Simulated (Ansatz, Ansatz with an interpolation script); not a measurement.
An input for Ansatz 0.2.0 (VBiO4 (Clinobisvanite)):

```yaml
crystal:
  lattice:
    - [3.6235830947, -5.8486, 0.0]
    - [3.6235830947, 5.8486, 0.0]
    - [-3.5500110127, 0.0, 3.6473943918]
  atoms:
    - { symbol: V, position: [0.87, 0.13, 0.75] }
    - { symbol: V, position: [0.13, 0.87, 0.25] }
    - { symbol: Bi, position: [0.3665, 0.6335, 0.75] }
    - { symbol: Bi, position: [0.6335, 0.3665, 0.25] }
    - { symbol: O, position: [0.9383, 0.3547, 0.6388] }
    - { symbol: O, position: [0.6453, 0.0617, 0.8612] }
    - { symbol: O, position: [0.0617, 0.6453, 0.3612] }
    - { symbol: O, position: [0.3547, 0.9383, 0.1388] }
    - { symbol: O, position: [0.8113, 0.7099, 0.8796] }
    - { symbol: O, position: [0.2901, 0.1887, 0.6204] }
    - { symbol: O, position: [0.1887, 0.2901, 0.1204] }
    - { symbol: O, position: [0.7099, 0.8113, 0.3796] }
kpoints:
  mp_grid: { grid: [4, 4, 4] }
hamiltonian:
  xc: lda
  pseudopotentials: { kind: paw, azcp: { folder: soft_1 }, xc_functional: pbe }
scf:
  occupations: { method: fixed }
gw:
  n_empty_bands: 644
  ecut_chi: 150.0
  qp_bands: [v24, c8]
  screening: { model: contour_deformation }
```

```sh
ansatz run input.yaml --threads 8 --pin off --max-ram 18432MiB --backend cpu --events-out ev --progress --plain --runs-dir out
```

Estimate wall time and host memory on 8 threads of AMD EPYC 9B45 (Zen 5), shared host.

It took 29 min; on shared hardware allow 14 min to 57 min. Peak host memory was 6.2 GiB. The sizes that set the cost: 3041 plane waves a state, 24 irreducible k points, 696 bands summed, 627 plane waves in the screening and 11 SCF cycles.

The screening grows as filled bands × empty bands × pairs of k points, times the square of the screening basis for the matrix.

[Paths, hosts, dates, memory and timing lines, banners, echoed tables and standing remarks are left out of the program output.]

[Logs are printed without paths, hosts, clocks, repeated set-up lines and the standing remarks that a program may print on its own settings, such as how far it seeks lower states.]

[Runs of the session that timed out or met a known fault of the program may be left out.]

[Hosts, paths, dates, database ids (printed as entryN), source tags and the programs' standing remarks are cut or masked in the printed files.]
